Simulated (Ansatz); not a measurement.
# Lattice dynamics of GeF2 (model cell, started as CdI2 type), part 2 of 2

How does GeF2 (model cell, started as CdI2 type) vibrate, and is this structure a minimum?

Ansatz 0.2.0; DFT PBEsol, scalar-relativistic, plane waves, PAW.

So far. Step 4 (Tight relaxation): The largest force component left is 0.022 meV/Å and the pressure is -0.002 GPa, within the tolerances set. The cell now holds 17.37 Å³/atom. Step 5 (Linear response at the zone centre): Before it was imposed, the acoustic sum rule was missed by 1.0e-4 eV/Å² and the charge sum rule by 3.7e-5 e. Small misses are needed for a sound result but don't prove that mesh and cutoff are converged. The relaxed cell has a = 3.538, c = 4.809 Å (conventional setting).

The structure was built from a prototype and need not be the compound's stable phase.

## Step 6: The dispersion

Stability and thermal properties need the whole zone. Linear response on a 3×3×2 q mesh gives force constants as far as a supercell of that size would, and the tensors from the zone-centre run are typed in so that the long-range dipole term is interpolated apart.

input.yaml

```yaml
crystal:
  lattice:
    - [3.5375511125, 0.0, 0.0]
    - [-1.7687755563, 3.0636091306, 0.0]
    - [0.0, 0.0, 4.8089206362]
  atoms:
    - { symbol: Ge, position: [0.0, 0.0, 0.0] }
    - { symbol: F, position: [0.3333333333, 0.6666666667, 0.2018225846] }
    - { symbol: F, position: [0.6666666667, 0.3333333333, 0.7981774154] }
kpoints:
  mp_grid: { grid: [9, 9, 6] }
hamiltonian:
  xc: pbesol
scf:
  occupations: { method: fixed }
output:
  eigenvalues: true
phonons:
  method: dfpt
  qmesh: [3, 3, 2]
  temperatures: { t_max: 1000, t_step: 50 }
  qpath:
    path:
      - [[0.0, 0.0, 0.0], [0.5, 0.0, 0.0], [0.33333333, 0.33333333, 0.0], [0.0, 0.0, 0.0], [0.0, 0.0, 0.5], [0.5, 0.0, 0.5], [0.33333333, 0.33333333, 0.5], [0.0, 0.0, 0.5]]
      - [[0.5, 0.0, 0.5], [0.5, 0.0, 0.0]]
      - [[0.33333333, 0.33333333, 0.5], [0.33333333, 0.33333333, 0.0]]
    npoints: 10
  non_analytic_term:
    high_frequency_dielectric_tensor: [[3.4627, 0.0, 0.0], [0.0, 3.4627, 0.0], [0.0, 0.0, 2.1857]]
    born_effective_charges:
      - { species: Ge, tensor: [[4.0551, 0.0, 0.0], [0.0, 4.0551, 0.0], [0.0, 0.0, 1.2723]] }
      - { species: F, tensor: [[-2.0275, 0.0, 0.0], [0.0, -2.0275, 0.0], [0.0, 0.0, -0.6361]] }
      - { species: F, tensor: [[-2.0275, 0.0, 0.0], [0.0, -2.0275, 0.0], [0.0, 0.0, -0.6361]] }
    source: "zone-centre run at this cell"
```

Command:

```bash
> ansatz run input.yaml --threads 4 --pin off --max-ram 7168MiB --backend cpu --events-out ev --progress --plain --runs-dir out
```

The job ended after 1.8 min (4 threads of AMD EPYC 7R13 (Zen 3), shared host; peak memory 0.91 GiB).

Numbers from this step:

```
sum-rule residual before enforcement                    : 9.03e-5 eV/Å²
lowest frequency on the path                            : -218.9 cm⁻¹
highest frequency on the path or at a solved wavevector : 390.8 cm⁻¹
lowest mode on the q mesh (acoustic modes at Γ apart)   : -194.9 cm⁻¹
```

Frequencies (cm⁻¹) solved at each irreducible wavevector; negative means imaginary. Frequencies by wavevector, by row:

| q in reciprocal lattice units | star | mode 1 | mode 2 | mode 3 | mode 4 | mode 5 | mode 6 | mode 7 | mode 8 | mode 9 |
| --- | --- | --- | --- | --- | --- | --- | --- | --- | --- | --- |
| 0 0 0 | 1 | -164.2 | -164.2 | 0 | 0 | 0 | 223.6 | 223.6 | 237.1 | 261.1 |
| 0 0 -0.5 | 1 | -161.1 | -161.1 | 8.5 | 8.5 | 13 | 221.7 | 221.7 | 260.4 | 290.6 |
| 0 0.3333 0 | 6 | -192.1 | -133.6 | 62.3 | 85.7 | 139 | 180.8 | 210.7 | 268.7 | 361.2 |
| 0 0.3333 -0.5 | 6 | -192.9 | -133.6 | 67.6 | 84.2 | 129.7 | 182.6 | 227.9 | 249.4 | 335.5 |
| 0.3333 0.3333 0 | 2 | -194.9 | -101.1 | -101.1 | 58.4 | 148.3 | 148.3 | 233.6 | 233.6 | 340.8 |
| 0.3333 0.3333 -0.5 | 2 | -191.6 | -86.4 | -86.4 | 73 | 154.8 | 154.8 | 222.9 | 222.9 | 333.8 |

Interpolated from a 3×3×2 q mesh, with the LO-TO term (at Γ the limit along the path; where Γ stands inside the path, tables give the limit on arrival). The phonon branches at the labelled points (cm⁻¹):

| point | branch 1 | branch 2 | branch 3 | branch 4 | branch 5 | branch 6 | branch 7 | branch 8 | branch 9 |
| --- | --- | --- | --- | --- | --- | --- | --- | --- | --- |
| Γ | -164 | 0 | 0 | 0 | 224 | 224 | 237 | 261 | 391 |
| halfway | -175 | -26 | 58 | 79 | 136 | 189 | 220 | 261 | 371 |
| M | -219 | -216 | 58 | 114 | 150 | 181 | 202 | 284 | 354 |
| halfway | -207 | -174 | 58 | 118 | 131 | 151 | 206 | 271 | 346 |
| K | -195 | -101 | -101 | 58 | 148 | 148 | 234 | 234 | 341 |
| halfway | -156 | -48 | 55 | 104 | 105 | 158 | 218 | 264 | 362 |
| Γ | -164 | 0 | 0 | 0 | 224 | 224 | 237 | 261 | 391 |
| halfway | -163 | -163 | 6 | 6 | 9 | 223 | 223 | 261 | 290 |
| A | -161 | -161 | 8 | 8 | 13 | 222 | 222 | 260 | 291 |
| halfway | -178 | 23 | 59 | 84 | 125 | 191 | 226 | 254 | 309 |
| L | -219 | -212 | 66 | 111 | 155 | 180 | 207 | 265 | 350 |
| halfway | -206 | -169 | 68 | 125 | 128 | 157 | 210 | 253 | 341 |
| H | -192 | -86 | -86 | 73 | 155 | 155 | 223 | 223 | 334 |
| halfway | -159 | -8 | 56 | 104 | 109 | 140 | 239 | 250 | 317 |
| A | -161 | -161 | 8 | 8 | 13 | 222 | 222 | 260 | 291 |
| jump to L | -219 | -212 | 66 | 111 | 155 | 180 | 207 | 265 | 350 |
| halfway | -219 | -214 | 63 | 112 | 152 | 180 | 204 | 276 | 352 |
| M | -219 | -216 | 58 | 114 | 150 | 181 | 202 | 284 | 354 |
| jump to H | -192 | -86 | -86 | 73 | 155 | 155 | 223 | 223 | 334 |
| halfway | -193 | -94 | -94 | 66 | 151 | 151 | 229 | 229 | 337 |
| K | -195 | -101 | -101 | 58 | 148 | 148 | 234 | 234 | 341 |

The phonon density of states has structure finer than the step of the table below, so its rows give means over 25 cm⁻¹, whole bins alone (the curve runs from -218 to 392 cm⁻¹). Peaks (cm⁻¹: height): -192.5: 0.0266, -162.5: 0.0413, 62.5: 0.0602, 152.5: 0.0636, 212.5: 0.0471, 262.5: 0.0656, 342.5: 0.0363.

Tetrahedra on a 21×21×14 mesh, mean over bins of 5 cm-1. Interpolated from a 3×3×2 q mesh. Table of phonon density of states by wavenumber; means over each step:

| wavenumber (cm⁻¹) | phonon density of states (1/cm⁻¹/cell) |
| --- | --- |
| -200 | 0.0200 |
| -175 | 0.0234 |
| -150 | 0.0114 |
| -125 | 0.00683 |
| -100 | 0.00272 |
| -75 | 0.00220 |
| -50 | 0.00196 |
| -25 | 0.00178 |
| 0 | 0.00318 |
| 25 | 0.0137 |
| 50 | 0.0262 |
| 75 | 0.0226 |
| 100 | 0.0198 |
| 125 | 0.0238 |
| 150 | 0.0341 |
| 175 | 0.0164 |
| 200 | 0.0196 |
| 225 | 0.0283 |
| 250 | 0.0210 |
| 275 | 0.0199 |
| 300 | 0.00322 |
| 325 | 0.00927 |
| 350 | 0.0240 |
| 375 | 0.00245 |

The partial phonon density of states has structure finer than the step of the table below, so its rows give means over 20 cm⁻¹, whole bins alone (the curve runs from -228 to 412 cm⁻¹). Peaks (cm⁻¹: height): F -195.8: 0.0200, -163.6: 0.0216, 150.3: 0.0319, 178.4: 0.0195, 214.7: 0.0367, 262.9: 0.0323, 343.4: 0.0299; Ge -163.6: 0.00956, 29.5: 0.0115, 61.7: 0.0451, 150.3: 0.0135, 262.9: 0.0138.

Phonopy on the run's constants, 19x19x11 mesh, Gaussian sigma 4.6 cm-1. Interpolated from a 3×3×2 q mesh. The partial phonon density of states by wavenumber; means over each step; values in 1/cm⁻¹/cell:

| wavenumber (cm⁻¹) | F | Ge |
| --- | --- | --- |
| -200 | 0.0170 | 0.00275 |
| -180 | 0.0158 | 0.00460 |
| -160 | 0.0151 | 0.00628 |
| -140 | 0.00599 | 0.00121 |
| -120 | 0.00533 | 9.8e-4 |
| -100 | 0.00213 | 3.1e-4 |
| -80 | 0.00248 | 4.3e-4 |
| -60 | 0.00106 | 2.6e-4 |
| -40 | 0.00190 | 6.5e-4 |
| -20 | 0.00132 | 6.4e-4 |
| 0 | 8.8e-4 | 0.00118 |
| 20 | 0.00457 | 0.00746 |
| 40 | 0.00472 | 0.00825 |
| 60 | 0.00739 | 0.0316 |
| 80 | 0.00832 | 0.0104 |
| 100 | 0.00743 | 0.00995 |
| 120 | 0.0125 | 0.0117 |
| 140 | 0.0191 | 0.0107 |
| 160 | 0.0217 | 0.00546 |
| 180 | 0.0153 | 6.2e-4 |
| 200 | 0.0180 | 0.00150 |
| 220 | 0.0283 | 0.00579 |
| 240 | 0.00751 | 0.00446 |
| 260 | 0.0228 | 0.0114 |
| 280 | 0.00640 | 0.00493 |
| 300 | 0.00242 | 7.3e-4 |
| 320 | 0.00463 | 8.8e-4 |
| 340 | 0.0241 | 0.00200 |
| 360 | 0.00986 | 0.00176 |
| 380 | 0.00109 | 5.0e-4 |
| 400 | 8.9e-5 | 4.5e-5 |

Symmetry leaves 6 wavevectors to solve. The lowest mode among them, the acoustic zeros apart, lies at q = (0.333, 0.333, 0) and is imaginary, 194.9i cm⁻¹, so the energy falls along it. Between them the interpolated path dips to 219i cm⁻¹.

## Step 7: Another isotope

An isotope changes the mass and not the force constants, so no new electronic calculation is needed; the shifts show which modes move this element.

The same force constants with the mass of Ge changed from 72.630 to 75.921 u (phonopy, no LO-TO term). Both lists are sorted by frequency; levels can cross, so a row need not hold one and the same mode. Modes under 3 cm⁻¹ are left out. Isotope shifts, by row:

| q | rank | natural mass (cm⁻¹) | changed mass (cm⁻¹) |
| --- | --- | --- | --- |
| 0 0 0 | 1 | -164.2 | -163 |
| 0 0 0 | 2 | -164.2 | -163 |
| 0 0 0 | 6 | 223.6 | 223.6 |
| 0 0 0 | 7 | 223.6 | 223.6 |
| 0 0 0 | 8 | 237.1 | 235.3 |
| 0 0 0 | 9 | 261.1 | 261.1 |
| 0 0 -0.5 | 1 | -161.1 | -159.8 |
| 0 0 -0.5 | 2 | -161.1 | -159.8 |
| 0 0 -0.5 | 3 | 8.5 | 8.38 |
| 0 0 -0.5 | 4 | 8.5 | 8.38 |
| 0 0 -0.5 | 5 | 12.98 | 12.79 |
| 0 0 -0.5 | 6 | 221.7 | 221.7 |
| 0 0 -0.5 | 7 | 221.7 | 221.7 |
| 0 0 -0.5 | 8 | 260.4 | 260.4 |
| 0 0 -0.5 | 9 | 290.6 | 288.4 |
| 0 0.3333 0 | 1 | -192.1 | -190.6 |
| 0 0.3333 0 | 2 | -133.6 | -133.3 |
| 0 0.3333 0 | 3 | 62.28 | 61.12 |
| 0 0.3333 0 | 4 | 85.72 | 84.53 |
| 0 0.3333 0 | 5 | 139 | 137.7 |
| 0 0.3333 0 | 6 | 180.8 | 180.7 |
| 0 0.3333 0 | 7 | 210.7 | 210.2 |
| 0 0.3333 0 | 8 | 268.7 | 266.8 |
| 0 0.3333 0 | 9 | 361.2 | 359.6 |
| 0 0.3333 -0.5 | 1 | -192.9 | -191.5 |
| 0 0.3333 -0.5 | 2 | -133.6 | -133.4 |
| 0 0.3333 -0.5 | 3 | 67.57 | 66.37 |
| 0 0.3333 -0.5 | 4 | 84.24 | 83.05 |
| 0 0.3333 -0.5 | 5 | 129.7 | 128.8 |
| 0 0.3333 -0.5 | 6 | 182.6 | 182.4 |
| 0 0.3333 -0.5 | 7 | 227.9 | 226.6 |
| 0 0.3333 -0.5 | 8 | 249.4 | 247.1 |
| 0 0.3333 -0.5 | 9 | 335.5 | 334.7 |

A mode of this element alone would shift by -2.19 %. The highest zone-centre frequency without the field goes from 261.1 to 261.1 cm⁻¹ (+0.0 %).

## Step 8: What came out

```json
{
 "space group after relaxation (within 0.01 Å)": "P-3m1",
 "volume per atom": "17.4 Å³",
 "gap on the k-mesh": "2.21 eV",
 "highest optical mode at the zone centre (no LO-TO term)": "261 cm⁻¹",
 "top of the zone-centre spectrum with the field": "391 cm⁻¹",
 "lowest optical zone-centre mode": "-164 cm⁻¹",
 "mean high-frequency dielectric constant": "3.04",
 "largest Born charge (third of the trace)": "3.13 e",
 "lowest mode on the q mesh (acoustic modes at Γ apart)": "-195 cm⁻¹",
 "highest frequency on the path or at a solved wavevector": "391 cm⁻¹",
 "imaginary modes on the 3×3×2 q mesh": "yes"
}
```

Modes are clearly imaginary (beyond 10i cm⁻¹) at 6 of the 6 irreducible wavevectors, most at q = (0.333, 0.333, 0) (194.9i cm⁻¹), so this structure is not a minimum of the energy. Without the field, the optical modes at Γ span -164 to 261 cm⁻¹ (negative means imaginary). The highest mode in this list at Γ, 261.1 cm⁻¹, is mostly motion of F (100 % of the kinetic energy). With the macroscopic field of the longitudinal modes the top of the zone-centre spectrum lies at 391 cm⁻¹, against 261 cm⁻¹ without it. Among the real modes, the strongest infrared line is at 237 cm⁻¹. Averaged over orientations, the strongest Raman line at 532 nm and 300 K is at 261 cm⁻¹. The tensors are the static, non-resonant ones, while 532 nm light (2.33 eV) lies above the computed gap. The program warns that the interpolation holds no quadrupole term, so branches close to Γ can be off in this crystal. The starting cell was built on a prototype and not taken from a measurement, so the phase need not exist. These are harmonic frequencies at zero temperature: anharmonic shifts, linewidths and thermal expansion are left out.

[Logs are printed without paths, hosts, clocks, repeated set-up lines and the standing remarks that a program may print on its own settings, such as how far it seeks lower states.]

[Hosts, paths, dates, database ids (printed as entryN), source tags and the programs' standing remarks are cut or masked in the printed files.]
